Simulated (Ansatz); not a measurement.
# BaZnPF (P4/nmm): G0W0 under other settings

A base run on BaZnPF (P4/nmm), then changed inputs.

Program: Ansatz 0.2.0. Level of theory: G0W0 on PBE, plane waves, PAW; PAW set soft_1. Results are calculated unless marked as measured.

### 1. The starting structure

Symmetry: P4/nmm, No. 129, tetragonal system. Conventional cell: a = 4.156 Å, b = 4.156 Å, c = 9.457 Å, α = 90.00°, β = 90.00°, γ = 90.00°. Ba has 4 F at 2.62 Å and 4 P at 3.41 Å nearest. Nearest to Zn lie 4 P at 2.51 Å. Nearest to P lie 4 Zn at 2.51 Å and 4 Ba at 3.41 Å. Nearest to F lie 4 Ba at 2.62 Å. Farther neighbours and most contacts between anions are not listed.

The cell and positions come from the Crystallography Open Database and are kept as given unless a step says otherwise. Spin-orbit coupling is left out unless a step names it.

### 2. The base run: 4×4×2 mesh, 131 empty bands, screening to 50 eV, PAW set soft_1 files

G0W0 replaces the xc potential by the self-energy, built once from these orbitals. Only a window of levels is corrected, while the sums run over the empty bands that the input names. This step takes PAW set soft_1 files.

input.yaml reads:

```yaml
crystal:
  lattice:
    - [4.15634, 0.0, 0.0]
    - [0.0, 4.15634, 0.0]
    - [0.0, 0.0, 9.45743]
  atoms:
    - { symbol: Ba, position: [0.5, 0.0, 0.33177] }
    - { symbol: Ba, position: [0.0, 0.5, 0.66823] }
    - { symbol: Zn, position: [0.5, 0.5, 0.0] }
    - { symbol: Zn, position: [0.0, 0.0, 0.0] }
    - { symbol: P, position: [0.0, 0.5, 0.1491] }
    - { symbol: P, position: [0.5, 0.0, 0.8509] }
    - { symbol: F, position: [0.5, 0.5, 0.5] }
    - { symbol: F, position: [0.0, 0.0, 0.5] }
kpoints:
  mp_grid: { grid: [4, 4, 2] }
hamiltonian:
  xc: pbe
  pseudopotentials: { kind: paw, azcp: { folder: soft_1 } }
scf:
  occupations: { method: fixed }
gw:
  n_empty_bands: 131
  ecut_chi: 50
  qp_bands: [v2, c2]
  qp_kpoints: band_edges
  screening: { model: contour_deformation }
```

Run with:

```bash
> ansatz run input.yaml --threads 2 --pin off --max-ram 92160MiB --backend cuda --events-out ev --progress --plain --runs-dir out --devices 1 --max-vram 13GiB
```

Numbers of over 12 decimals in the logs are rounded to 6 here.

What it wrote:

```text
GPUs: using 1 of 1 available (devices: 1).
Engine: ansatz 0.2.0, x86_64-unknown-linux-gnu
Pseudopotentials: kind: paw
Pseudopotential: Ba, paw, valence charge 10, recommended cutoff 420 eV (normal), soft_1/Ba.paw.azcp
Pseudopotential: Zn, paw, valence charge 12, recommended cutoff 420 eV (normal), soft_1/Zn.paw.azcp
Pseudopotential: P, paw, valence charge 5, recommended cutoff 420 eV (normal), soft_1/P.paw.azcp
Pseudopotential: F, paw, valence charge 7, recommended cutoff 420 eV (normal), soft_1/F.paw.azcp
Functional definition: PBE
  parameter kappa = 0.804
  parameter beta = 0.066725
  exchange = pbe_x(kappa = kappa, mu = beta*pi^2/3)
  correlation = pbe_c(beta = beta)
device memory: the entry about to start is reckoned to put 1.4 GiB on a device that reports 44.0 GiB free (of which the cap on the GPU budget leaves the run 13.0 GiB)
GPU FFT provider: cuFFT
GPU libraries: cuBLAS 13.8.2, cuFFT 12.4.0, cuSOLVER 12.3.4
Crystal: 8 atoms, lattice volume = 163.379 Å³
Basis set: ecut = 420 eV, 3159 PW (Γ)
Bands: 42, of which v1, the nominal top of the filled ones, is band 34 counted from 1 (33 counted from 0)
Symmetry: 16 space group operations
Space group: P4/nmm (ITA 129), of the structure as read, at distance tolerance 5.5e-5 Å
k-points: 12 of 32
Non-local potential: Ba, projectors of the file, l = 0: 3, l = 1: 2, l = 2: 2, l = 3: 2
Non-local potential: Zn, projectors of the file, l = 0: 2, l = 1: 2, l = 2: 3, l = 3: 1
Non-local potential: P, projectors of the file, l = 0: 2, l = 1: 2, l = 2: 1
Non-local potential: F, projectors of the file, l = 0: 2, l = 1: 2, l = 2: 1
PAW form: soft (Blöchl's): semilocal exchange-correlation on the pseudo side does not see the compensation charge
PAW one-centre angular grid: Ba, 194 points (default); XC on 64 Gauss nodes
PAW one-centre angular grid: Zn, 590 points (default); XC on 64 Gauss nodes
PAW one-centre angular grid: P, 110 points (default); XC on 64 Gauss nodes
PAW one-centre angular grid: F, 110 points (default); XC on 64 Gauss nodes
Initial density: superposition of atomic densities (chi_scale 0.1, normalization cell, long waves 94 % of neutral atoms (reshape's long-wave potential 1.94 eV rms, cloud 3.22 Å wide))
Initial wavefunctions: pseudopotential atomic-orbital guess
GPU buffer pool allocated for 57600 grid points (all kernels)
GPU transforms: local potential and band sums: pruned to the plane-wave sphere, on 27×27×64
Functional: x = pbe(κ = 0.804, μ = 0.219515), c = pbe(β = 0.066725)
SCF iter   1: F=—  HF=-21730.007393 eV  |F-HF|=—  |Δ(HF+E_count)|=         —  Δρ=4.95e-1  dr2=1.13e3  ethr=3.10e-3  ⟨swp⟩=5.9  Hψ=2268  notcnv=0  defer=62
preconditioner: auto → Resta (q_TF=auto, 2.357 Å⁻¹)  ε∞=5.1  [insulator: Δε(μ)=0.047 eV  Ē_g=11.546 eV  n_scr=38 (ndim 8)  ℏωp=23.2 eV  f_vac=0.000  ε∞_Penn≈5.1]
[...]
E_xc         = -855.529437
  E_vxc        = -681.095643  (∫ρ·V_xc dr)
  E_paw        = -15711.288806  (= ΣΔE_a)
  E_vpaw       = -1083.114505  (= ΣTr[D̂ρ^β])
  E_aug_tail   = 0.000847  (compensation charges beyond the density's cutoff)
  E_ewald      = -4354.056797
  E_smearing   = -0.000000  (= −TS)
  E_closure    = 0.000000  (closes the sum)
  Σ components = -21675.163090   (vs F -21675.163090, Δ=0.00e0)
--- Band table (eV; the first three rows and the last of 12) ---
  k-point 0: bands = [... 30 lower, 6.3017, 7.9497, 8.4923, 8.4923, 8.9169, 10.1166, 10.7925, 10.9150, ... 4 higher]
  k-point 1: bands = [... 30 lower, 6.3001, 7.6929, 8.4865, 8.4865, 9.0222, 10.2518, 10.3402, 11.4957, ... 4 higher]
  k-point 2: bands = [... 30 lower, 6.7118, 7.2571, 7.9723, 8.2658, 9.9655, 11.0607, 11.2548, 11.9465, ... 4 higher]
  k-point 11: bands = [... 30 lower, 6.0887, 6.0887, 6.1002, 6.1002, 11.1967, 11.1967, 11.7670, 11.7670, ... 4 higher]
--- G₀W₀: contour deformation, 7 samples at zero and on the imaginary axis and 2 off it, 32 q-points, 131 empty bands' worth ---
  eigenvalues of the whole cell's RPA ε∞ on this k-mesh (on a slab, of 1 + 4πα/V) = 4.5188, 10.0910, 10.0910; static W/v taken at q = 0 is 0.116159
  bands read: the sum over 165 bands ends inside a degenerate multiplet in 7 slots, whose members it reads at an even weight; the widest, k=1: bands 165 to 166 (counted from 1) at 1/2 each
  gw.qp_kpoints: band_edges: 8 of 12 stored k-points solved, in 1 pass; an edge of the gap read off the rows below is read off those points alone
    valence top: of the k-points left out ik 7 came nearest to being solved in a further pass, in band 34 (counted from 1, as in the quasiparticle table): it holds the edge there only if its correction is more favourable than any solved in that band by at least 0.807 eV; those differ by 0.067 eV
    conduction bottom: of the k-points left out ik 8 came nearest to being solved in a further pass, in band 36 (counted from 1, as in the quasiparticle table): it holds the edge there only if its correction is more favourable than any solved in that band by at least 1.937 eV; those differ by 0.352 eV
    ik  band        ε_KS         Σx   Σc(E_QP)       V_xc       Z   E_QP_lin       E_QP  E_QP is
     0    33      8.4923   -18.1331     1.8295   -16.0471  0.7600     8.2348     8.2358  root
     0    34      8.4923   -18.1331     1.8295   -16.0471  0.7600     8.2348     8.2358  root
     0    35      8.9169    -9.2376    -3.2096   -13.1019  0.7834     9.5773     9.5716  root
     0    36     10.1166    -8.7832    -3.3947   -12.5042  0.7874    10.4447    10.4430  root
     1    33      8.4865   -18.0946     1.8256   -16.0131  0.7599     8.2296     8.2305  root
     1    34      8.4865   -18.0946     1.8256   -16.0131  0.7599     8.2296     8.2305  root
     1    35      9.0222    -9.6648    -3.1910   -13.5411  0.7815     9.7138     9.7074  root
     1    36     10.2518    -8.3638    -3.5025   -12.2218  0.7863    10.6095    10.6073  root
[...]
11    33      6.1002   -15.6355     2.4457   -12.8748  0.7333     5.7818     5.7853  root
    11    34      6.1002   -15.6355     2.4457   -12.8748  0.7333     5.7818     5.7853  root
    11    35     11.1967    -8.4219    -3.5586   -12.4214  0.7842    11.6410    11.6375  root
    11    36     11.1967    -8.4219    -3.5586   -12.4214  0.7842    11.6410    11.6375  root
[key lines of the parts left out:]
SCF converged after 14 iterations
Free energy (F): -21675.163090 eV
Fermi energy:    8.492344 eV
```

The job ended after 16 s (1 × NVIDIA H100 80GB HBM3 (shared by 6 runs) with 2 threads of AMD EPYC 7R13 (Zen 3), shared host; peak memory 1.2 GiB; 25 s of CPU time).

This step gave:

- bands summed: 165
- RPA ε∞ on this mesh (eigenvalues): 4.519, 10.09, 10.09
- plane waves in the screening matrix: 135
- q-points in the mesh: 32
- G0W0 gap on the mesh: 1.336 eV
- k of the valence top: 0, 0, 0
- k of the conduction bottom: 0, 0, 0
- starting gap on the mesh: 0.4246 eV
- Z at the valence top: 0.7600
- Z at the conduction bottom: 0.7834
- least direct G0W0 gap on the computed points: 1.336 eV

The gap on the mesh goes from 0.42 eV to 1.34 eV, a correction of +0.91 eV. Between the two edge states, bare exchange in place of the xc potential would open the gap by 5.95 eV, and correlation takes back 5.04 eV.

### 3. Variant: no symmetry

Changes to input.yaml since step 2:

```diff
@@ -14,2 +14,3 @@
     - { symbol: F, position: [0.0, 0.0, 0.5] }
+  symmetry: { detect: false }
 kpoints:
@@ -22,4 +23,4 @@
 gw:
-  n_empty_bands: 131
-  ecut_chi: 50
+  n_empty_bands: 172
+  ecut_chi: 60
   qp_bands: [v2, c2]
```

What it wrote:

```text
GPUs: using 1 of 1 available (devices: 1).
[...]
GPU FFT provider: cuFFT
GPU libraries: cuBLAS 13.8.2, cuFFT 12.4.0, cuSOLVER 12.3.4
Crystal: 8 atoms, lattice volume = 163.379 Å³
Basis set: ecut = 420 eV, 3159 PW (Γ)
Bands: 42, of which v1, the nominal top of the filled ones, is band 34 counted from 1 (33 counted from 0)
Symmetry: 1 space group operations
k-points: 20 of 32 (time reversal used)
[...]
GPU buffer pool allocated for 57600 grid points (all kernels)
[...]
SCF iter   1: F=—  HF=-21730.006816 eV  |F-HF|=—  |Δ(HF+E_count)|=         —  Δρ=4.95e-1  dr2=1.13e3  ethr=3.10e-3  ⟨swp⟩=5.7  Hψ=3784  notcnv=0  defer=103
[...]
SCF iter  16: F=-21675.163090 eV  HF=-21675.163090 eV  |F-HF|=2.72e-8  |Δ(HF+E_count)|=   1.22e-7  Δρ=5.57e-6  dr2=2.67e-8  ethr=1.47e-10  ⟨swp⟩=15.4  Hψ=4445  notcnv=0
SCF 1 converged in 16 iterations: F = -21675.163090 eV  dr2 = 2.67e-8
[...]
NSCF: frozen V_eff on 20 k-points, pencils in batches of 32, up to order 168
[...]
NSCF: frozen V_eff on 20 k-points
G₀W₀ screening: q 1/20
[... further progress lines ...]
SCF converged after 16 iterations
Free energy (F): -21675.163090 eV
[...]
Internal energy: -21675.163090 eV  (E = F + TS)
E sigma→0 (E₀):  -21675.163090 eV
Fermi energy:    8.492315 eV
[...]
--- Band table (eV; the first three rows and the last of 20) ---
  k-point 0: bands = [... 30 lower, 6.3017, 7.9497, 8.4923, 8.4923, 8.9169, 10.1166, 10.7925, 10.9150, ... 4 higher]
  k-point 1: bands = [... 30 lower, 6.3000, 7.6929, 8.4865, 8.4865, 9.0222, 10.2518, 10.3402, 11.4956, ... 4 higher]
  k-point 2: bands = [... 30 lower, 6.7118, 7.2571, 7.9722, 8.2658, 9.9654, 11.0607, 11.2548, 11.9465, ... 4 higher]
  k-point 19: bands = [... 30 lower, 6.0886, 6.0886, 6.1002, 6.1002, 11.1967, 11.1967, 11.7670, 11.7670, ... 4 higher]
[...]
0    33      8.4923   -18.1331     1.7523   -16.0470  0.7579     8.1570     8.1586  root
     0    34      8.4923   -18.1331     1.7523   -16.0470  0.7579     8.1570     8.1586  root
     0    35      8.9169    -9.2376    -3.3108   -13.1019  0.7829     9.4743     9.4704  root
     0    36     10.1166    -8.7831    -3.4524   -12.5042  0.7867    10.3863    10.3852  root
     1    33      8.4865   -18.0946     1.7480   -16.0131  0.7579     8.1513     8.1529  root
     1    34      8.4865   -18.0946     1.7480   -16.0131  0.7579     8.1513     8.1529  root
     1    35      9.0222    -9.6648    -3.2936   -13.5411  0.7809     9.6093     9.6049  root
     1    36     10.2518    -8.3638    -3.5649   -12.2218  0.7857    10.5463    10.5449  root
[...]
19    33      6.1002   -15.6354     2.3661   -12.8748  0.7321     5.7005     5.7057  root
    19    34      6.1002   -15.6354     2.3661   -12.8748  0.7321     5.7005     5.7057  root
    19    35     11.1967    -8.4219    -3.6304   -12.4213  0.7834    11.5680    11.5657  root
    19    36     11.1967    -8.4219    -3.6304   -12.4213  0.7834    11.5680    11.5657  root
```

The job ended after 25 s (1 × NVIDIA H100 80GB HBM3 (shared by 6 runs) with 2 threads; peak memory 1.5 GiB).

The G0W0 gap on the mesh is 1.312 eV.

Against the base:

| setting | base | variant |
| --- | --- | --- |
| empty bands | 131 | 172 |
| screening cutoff (eV) | 50 | 60 |
| symmetry detection | - | false |

```
                                    quantity  variant   base
                    starting gap on the mesh    0.425  0.425
                        G0W0 gap on the mesh    1.312  1.336
least direct G0W0 gap on the computed points    1.312  1.336
                        Z at the valence top    0.758  0.760
                  Z at the conduction bottom    0.783  0.783
```

### 4. Outcome

| Property | Result |
| --- | --- |
| base | 1.34 eV, 16 s |
| no symmetry | 1.31 eV, 25 s |

In words: No symmetry: the gap moves by −0.02 eV. The variant differs from the base in empty bands, screening cutoff and symmetry detection together, so the change can't be laid to one of them. Symmetry itself changes the cost, not the physics. All runs here use a coarse mesh and modest cutoffs; they test settings and are not final values. The 4×4×2 mesh is coarse for this cell (its supercell is 17 Å along the shortest edge). The RPA ε∞ on it, from the PBE start, is 4.52 and 10.09; such meshes misread the long-range screening, most where the gap is narrow. The many-body steps are scalar-relativistic: spin-orbit coupling is not in them.

[Paths, hosts, dates, memory and timing lines, banners, echoed tables and standing remarks are left out of the program output.]

[Logs are printed without paths, hosts, clocks, repeated set-up lines and the standing remarks that a program may print on its own settings, such as how far it seeks lower states.]

[Runs of the session that timed out or met a known fault of the program may be left out.]

[Cells called generated may have been cut or substituted from an entry of the Crystallography Open Database or the Materials Project.]

[Hosts, paths, dates, database ids (printed as entryN), source tags and the programs' standing remarks are cut or masked in the printed files.]
